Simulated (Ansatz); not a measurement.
# TiTe2: which shell does photoemission see at 21.2 and 100 eV? (PBE)

The valence band of TiTe2 mixes several shells. Work out by hand which one leads the spectrum's area at each photon energy.

Filled states come from the projected DOS of Ansatz 0.2.0 (PBE, plane waves); cross sections σ and asymmetry parameters β are those of free atoms in a Dirac–Hartree–Slater calculation. A shell's area is states × σ × angular factor, which is 1 + β·P₂(cos θ) for linear light, with θ = 54.7° from the polarisation and P₂ = 0.001.

**At 21.2 eV** (states counted from 11.2 eV below the zero; other shells add 0.046 to the products' sum of 19.3):

| shell | filled states a cell | cross section (Mb an electron) | β | angular factor | product | share by hand (%) | share in the simulated spectrum (%) |
| --- | --- | --- | --- | --- | --- | --- | --- |
| Te 5s | 2.94 | 0.0337 | 0.58 | 1.00 | 0.0992 | 1 | 1 |
| Te 5p | 8.51 | 1.38 | 1.91 | 1.00 | 11.8 | 61 | 61 |
| Ti 3d | 2.91 | 2.54 | 0.16 | 1.00 | 7.4 | 38 | 38 |

**At 100 eV** (states counted from 13.9 eV below the zero; other shells add 0.016 to the products' sum of 1.63):

| shell | filled states a cell | cross section (Mb an electron) | β | angular factor | product | share by hand (%) | share in the simulated spectrum (%) |
| --- | --- | --- | --- | --- | --- | --- | --- |
| Te 5s | 3.68 | 0.0418 | 1.95 | 1.00 | 0.154 | 9 | 9 |
| Te 5p | 8.55 | 0.02 | -0.04 | 1.00 | 0.171 | 10 | 11 |
| Ti 3d | 2.92 | 0.441 | 1.06 | 1.00 | 1.29 | 79 | 79 |

Te 5p leads at 21.2 eV and Ti 3d at 100 eV. Between the two energies σ of Te 5p changes by a factor 0.014 and that of Ti 3d by 0.17, so their ratio moves 12-fold in favour of the second. The simulated spectrum uses the same rule on the energy-resolved DOS, so the two share columns agree within a few points.

Only crystals where the two columns agree within 4 points and the lead is clear are worked in this form. Free-atom cross sections ignore the solid's final states, no escape depth or background enters, and the count of states a shell hangs on the projection.
